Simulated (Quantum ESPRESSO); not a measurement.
## NaI (Fm-3m): a worked LO-TO splitting

How high does the longitudinal optical mode of NaI (Fm-3m) lie, given the transverse one, the Born charge and ε∞?

Main program and level: Quantum ESPRESSO 7.5; DFT LDA, scalar-relativistic, plane waves, PseudoDojo norm-conserving pseudopotentials.

### Step 1. The relaxed structure

Symmetry: Fm-3m, No. 225, cubic system. The conventional cell has a = 6.263 Å, b = 6.263 Å, c = 6.263 Å, α = 90.00°, β = 90.00°, γ = 90.00°. Nearest to Na lie 6 I at 3.13 Å. Nearest to I lie 6 Na at 3.13 Å. Farther neighbours and most contacts between anions are not listed.

This is the cell after its relaxation at this level of theory, not the database cell from which that began.

### Step 2. What the response run gave

A linear-response run on the relaxed cell, with the response to an electric field; only its zone-centre results are used. Cutoff 97 Ry, k mesh 8×8×8.

The program printed:

```text
[banners, grids, parts of the stress and lines that vanish by symmetry left out]
Program PHONON v.7.5
     Reading xml data from directory:

[...]
Exchange-correlation= PW
                           (   1   4   0   0   0   0   0)
[...]
(   8 q-points):
[...]
kinetic-energy cut-off    =      97.0000  Ry
     charge density cut-off    =     388.0000  Ry
     convergence threshold     =      1.0E-18
[...]
Exchange-correlation= PW
                           (   1   4   0   0   0   0   0)
[...]
q = (   0.0000000   0.0000000   0.0000000 )
     49 Sym.Ops. (with q -> -q+G )
     G cutoff = 1376.6382  (  53497 G-vectors)     FFT grid: ( 54, 54, 54)
     number of k points=    29
[...]
Mode symmetry, O_h (m-3m)  point group:
[...]
Dielectric constant
[...]
End of electric fields calculation
          Dielectric constant in cartesian axis
          (       3.642111180      -0.000000000      -0.000000000 )
          (      -0.000000000       3.642111180       0.000000000 )
          (      -0.000000000       0.000000000       3.642111180 )
          Effective charges (d Force / dE) in cartesian axis without acoustic sum rule applied (asr)
           atom    1  Na    Mean Z*:        1.16740
      Ex  (        1.16740       -0.00000        0.00000 )
      Ey  (       -0.00000        1.16740        0.00000 )
      Ez  (       -0.00000        0.00000        1.16740 )
           atom    2  I     Mean Z*:       -1.16940
      Ex  (       -1.16940       -0.00000       -0.00000 )
      Ey  (        0.00000       -1.16940        0.00000 )
      Ez  (       -0.00000        0.00000       -1.16940 )
          Effective charges Sum: Mean:       -0.00200
[...]
Effective charges (d Force / dE) in cartesian axis with asr applied:
           atom    1  Na    Mean Z*:        1.16840
[...]
atom    2  I     Mean Z*:       -1.16840
[...]
Representation #   1 modes #   1   2   3
[...]
End of self-consistent calculation
     Convergence has been achieved
     Representation #   2 modes #   4   5   6
[...]
End of self-consistent calculation
     Convergence has been achieved
[...]
Dielectric constant in cartesian axis
          (       3.642111180      -0.000000000      -0.000000000 )
          (      -0.000000000       3.642111180       0.000000000 )
          (      -0.000000000       0.000000000       3.642111180 )
          Effective charges (d Force / dE) in cartesian axis without acoustic sum rule applied (asr)
           atom    1  Na    Mean Z*:        1.16740
[...]
Mode symmetry, C_s (m)     point group:
[...]
q = (    0.750000000  -0.250000000   0.750000000 )
[...]
Mode symmetry, C_s (m)     point group:
     freq (   1-   1) =         48.0  [cm-1]   --> A''
     freq (   2-   2) =         60.3  [cm-1]   --> A'
     freq (   3-   3) =         65.4  [cm-1]   --> A'
     freq (   4-   4) =        130.1  [cm-1]   --> A''
     freq (   5-   5) =        133.5  [cm-1]   --> A'
     freq (   6-   6) =        152.8  [cm-1]   --> A'
[...]
Mode symmetry, C_2v (mm2)  point group:
[...]
q = (    0.500000000   0.000000000   0.500000000 )
[...]
Mode symmetry, C_2v (mm2)  point group:
     freq (   1-   1) =         43.8  [cm-1]   --> B_2  D_4  S_4
     freq (   2-   2) =         56.8  [cm-1]   --> B_1  D_3  S_3
     freq (   3-   3) =         75.5  [cm-1]   --> A_1  D_1  S_1
     freq (   4-   4) =        124.3  [cm-1]   --> B_1  D_3  S_3
     freq (   5-   5) =        136.1  [cm-1]   --> B_2  D_4  S_4
     freq (   6-   6) =        161.0  [cm-1]   --> A_1  D_1  S_1
[...]
Mode symmetry, D_4h(4/mmm) point group:
[...]
Convergence has been achieved
[...]
Convergence has been achieved
[...]
Convergence has been achieved
[...]
Convergence has been achieved
[...]
q = (    0.000000000  -1.000000000   0.000000000 )
[...]
freq (    5) =       4.042011 [THz] =     134.826974 [cm-1]
     freq (    6) =       4.234355 [THz] =     141.242885 [cm-1]
[...]
Mode symmetry, D_4h(4/mmm) point group:
     freq (   1-   2) =         36.9  [cm-1]   --> E_u  X_5' M_5'
     freq (   3-   3) =         56.6  [cm-1]   --> A_2u X_4' M_4'
     freq (   4-   5) =        134.8  [cm-1]   --> E_u  X_5' M_5'
     freq (   6-   6) =        141.2  [cm-1]   --> A_2u X_4' M_4'
[...]
Mode symmetry, D_2d (-42m) point group:
[...]
Representation #   1 mode #   1
[...]
Convergence has been achieved
     Representation #   2 mode #   2
[...]
Convergence has been achieved
     Representation #   3 modes #   3   4
[...]
End of self-consistent calculation
     Convergence has been achieved
     Representation #   4 modes #   5   6
[...]
End of self-consistent calculation
     Convergence has been achieved
[...]
q = (   -0.500000000  -1.000000000   0.000000000 )
[...]
freq (    1) =       1.510875 [THz] =      50.397358 [cm-1]
     freq (    2) =       1.510875 [THz] =      50.397358 [cm-1]
     freq (    3) =       1.999972 [THz] =      66.711900 [cm-1]
     freq (    4) =       4.105213 [THz] =     136.935180 [cm-1]
     freq (    5) =       4.151278 [THz] =     138.471739 [cm-1]
     freq (    6) =       4.151278 [THz] =     138.471739 [cm-1]
[...]
Mode symmetry, D_2d (-42m) point group:
     freq (   1-   2) =         50.4  [cm-1]   --> E    X_5  W_3
     freq (   3-   3) =         66.7  [cm-1]   --> A_1  X_1  W_1
     freq (   4-   4) =        136.9  [cm-1]   --> B_2  X_3  W_2
     freq (   5-   6) =        138.5  [cm-1]   --> E    X_5  W_3

   JOB DONE.
```

```tsv
quantity	value
cell volume Ω (Å³)	61.414
mass of Na (u)	22.990
mass of I (u)	126.904
Born charge of Na, raw (e)	1.167
Born charge of I, raw (e)	-1.169
ε∞	3.642
ω(TO) after the sum rule (cm⁻¹)	130.2
```

### Step 3. The calculation

The charges must sum to zero over the cell; taking off their mean, -0.001 e, leaves Z* = 1.168 e on Na. In the polar mode Na moves against I, so the reduced mass is μ = 22.99 × 126.90 / 149.89 = 19.464 u.

A longitudinal wave builds up a field that adds to the restoring force: ω(LO)² = ω(TO)² + 4π Z*² / (μ Ω ε∞), in Hartree atomic units. With μ = 35480 electron masses and Ω = 414.44 bohr³ the second term is 3.2033e-07 Ha², or 15430 cm⁻² (1 Ha = 219474.6 cm⁻¹).

So ω(LO) = √(16960 + 15430) = 180.0 cm⁻¹, and by the Lyddane-Sachs-Teller relation ε₀ = ε∞ (ω(LO)/ω(TO))² = 6.96.

### Step 4. Check against the program

The analysis program adds the same non-analytic term to the full matrix, here for q along (1 0 0).

The program printed:

```text
[banner, memory and clock lines left out]
Program DYNMAT v.7.5

     Reading Dynamical Matrix from file x.dyn1
     ...Force constants read
     ...epsilon and Z* read

     Polarizability (A^3 units)
     multiply by 0.531716 for Clausius-Mossotti correction
        12.912382   -0.000000   -0.000000
        -0.000000   12.912382    0.000000
        -0.000000    0.000000   12.912382

     IR activities are in (D/A)^2/amu units

# mode   [cm-1]    [THz]      IR
    1     -0.00   -0.0000    0.0000
    2     -0.00   -0.0000    0.0000
    3      0.00    0.0000    0.0000
    4    130.23    3.9043    1.6182
    5    130.23    3.9043    1.6182
    6    179.97    5.3955    1.6182
```

ε₀ comes from the program's run without a direction of q.

```tsv
quantity	by hand	program
ω(LO) (cm⁻¹)	180.0	180.0
ε₀	6.96	6.96
```

### Step 5. Outcome

```json
{
 "TO mode": "130.2 cm⁻¹",
 "LO mode": "180.0 cm⁻¹",
 "static dielectric constant": "6.955"
}
```

What this shows: The LO mode of NaI (Fm-3m) lies at 180 cm⁻¹, 50 cm⁻¹ above the TO mode; the formula meets the program within 0.1 cm⁻¹, as it must for a cubic crystal with one polar mode. ω(LO)² − ω(TO)² goes with Z*²/ε∞: an error of 5 % in ε∞ would move the LO mode by 2.1 cm⁻¹, and semilocal functionals tend to overestimate ε∞. These are harmonic values at zero temperature, at the volume of this functional, for the structure held cubic; stability elsewhere in the zone is no part of this calculation.

[Host names and launcher messages were left out of these logs when they were recorded.]

[Logs are printed without paths, hosts, clocks, repeated set-up lines and the standing remarks that a program may print on its own settings, such as how far it seeks lower states.]

[Hosts, paths, dates, database ids (printed as entryN), source tags and the programs' standing remarks are cut or masked in the printed files.]
